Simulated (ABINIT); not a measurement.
Entries from a set of simulations; values are calculated unless marked as measured.

```json
{"subject": "Rb2NaYF6 (Fm-3m): a self-consistent loop beyond G0W0, cycle by cycle", "lattice_ang": [[-0.0, 4.4475, 4.4475], [4.4475, -0.0, 4.4475], [4.4475, 4.4475, -0.0]], "atoms": [["Rb", 0.25, 0.25, 0.25], ["Rb", 0.75, 0.75, 0.75], ["Na", 0.5, 0.5, 0.5], ["Y", 0.0, 0.0, 0.0], ["F", 0.756, 0.244, 0.244], ["F", 0.244, 0.756, 0.244], ["F", 0.244, 0.756, 0.756], ["F", 0.756, 0.244, 0.756], ["F", 0.244, 0.244, 0.756], ["F", 0.756, 0.756, 0.244]], "method": "RPA screening on PBEsol from quasiparticle energies, plane waves, norm-conserving pseudopotentials (and 5 further levels or steps)", "program": "ABINIT 10.8.3", "settings": "cutoff 38 Ha, PseudoDojo scalar-relativistic 0.4.1 standard, norm-conserving, potential set dojo-sr-pbesol-0.4.1-standard, ngkpt (2, 2, 2), nband 254, ecuteps 4.8 Ha, gwcalctyp 10, inclvkb 2, shiftk (0, 0, 0), symchi 1, awtr 1, frequency ppm, cycle 3, q points all but q = 0, 2×2×2 k-mesh", "notes": "The program’s warnings: nproc spkpt=  >= nkpt= * nsppol=. The cell and positions come from the Crystallography Open Database and are kept as given unless a step says otherwise. Limits: no spin-orbit coupling. The first cycle of evGW0 takes the full correction, without the factor Z, so it overshoots the one-shot value. The 2×2×2 mesh is coarse for this cell, which bears on the long-range parts of exchange and screening.", "results": {"g0w0": "9.824 eV", "evgw0_cycle_1": "10.435 eV", "evgw0_cycle_2": "10.328 eV", "evgw0_cycle_3": "10.326 eV", "evgw_cycle_1": "11.078 eV", "evgw_cycle_2": "11.165 eV", "evgw_cycle_3": "11.173 eV", "known_limits": "short of the basis limit; no spin-orbit coupling; coarse k mesh"}}
```

[Long decimals in the printed logs are rounded to 6 places.]

[Logs are printed without paths, hosts, clocks, repeated set-up lines and the standing remarks that a program may print on its own settings, such as how far it seeks lower states.]

[Paths, hosts, dates, memory and timing lines, banners, echoed tables and standing remarks are left out of the program output; an Ansatz launch command may be rebuilt from the run's recorded settings. Measured values are a selection of at most five: reports struck by readers or far from the other reports are left out. None is set beside runs whose start may be inverted or whose files or cutoffs have a known fault.]

[Runs of the session that timed out or met a known fault of the program may be left out.]

[Hosts, paths, dates, database ids (printed as entryN), source tags and the programs' standing remarks are cut or masked in the printed files.]

[G0W0 gaps are taken among the corrected bands and points alone; a level outside them can change the order at an edge.]

[Where Ansatz stands beside ABINIT at settings called matched, ABINIT's density can come from a denser mesh and the files from another edition; pairs whose starting gaps differed by over 0.03 eV were left out, so agreement reads better than it is.]
